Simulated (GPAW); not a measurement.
## BN (P6_3mc): refractive index against wavelength

The refractive index of BN (P6_3mc) along x below the direct gap (8.33 eV on the mesh) is read from one computed spectrum, n = √(Re ε). x, y and z are the Cartesian axes of the input cell.

It takes space group P6_3mc (No. 186, hexagonal). Conventional cell: a = 2.536 Å, b = 2.536 Å, c = 4.199 Å, α = 90.00°, β = 90.00°, γ = 120.00°. Around N on site b lie 4 B at 1.56 to 1.57 Å. B on site b has 4 N at 1.56 to 1.57 Å as nearest neighbours.

Method: GPAW 26.7.0, PBE, RPA, k-mesh 15×15×8, local fields up to 70 eV, Lorentzian half width 0.12 eV.

Launch of the response step: `OMP_NUM_THREADS=1 python df.py`. The run took 61 s, its band step included, on 1 thread of Arm Neoverse V1 (shared host).

| wavelength (nm) | photon energy E (eV) | n |
| --- | --- | --- |
| 532 | 2.331 | 2.1352 |
| 450 | 2.755 | 2.1469 |
| 405 | 3.061 | 2.1568 |
| 365 | 3.397 | 2.1691 |
| 308 | 4.025 | 2.1970 |
| 266 | 4.661 | 2.2324 |
| 248 | 4.999 | ? |

In the single-oscillator model n² − 1 = E₀E_d/(E₀² − E²), so 1/(n² − 1) = E₀/E_d − E²/(E₀E_d) is linear in E².

Working, on the rows shown:

| x = E² (eV²) | y = 1/(n² − 1) |
| --- | --- |
| 5.43137 | 0.280972 |
| 7.59115 | 0.277071 |
| 9.37179 | 0.273839 |
| 11.5384 | 0.269906 |
| 16.2043 | 0.261314 |
| 21.7255 | 0.251029 |

Means: x̄ = 11.977, ȳ = 0.26902. Σ(x − x̄)(y − ȳ) = -0.3344, Σ(x − x̄)² = 182. Slope = -0.3344 / 182 = -0.001838; intercept = ȳ − slope · x̄ = 0.29104. Turned back into n, the line misses the rows shown by at most 0.00027.

**Question.** Fill in the last column of the withheld row.

**Answer.** At x = 24.994 the line gives y = 0.2451, that is 2.2539. The run gave 2.2548, so the extrapolation is off by 0.00091, 0.8 % of the range in the table.

Refitted with all rows, the slope is -0.001846 and the intercept 0.29112. These give E₀ = √(intercept/−slope) = 12.56 eV and E_d = E₀/intercept = 43.1 eV; E₀ is 1.5 times the direct gap. The electronic limit at long wavelengths, without lattice vibrations, is n = √(1 + 1/intercept) = 2.106. The cell comes from an older database entry, whose edges can be off by a per cent or so. Excitons are left out; PBE gaps are as a rule too small. The values come from a sum over the points of one k-mesh and carry its error, which grows as the direct gap shrinks.
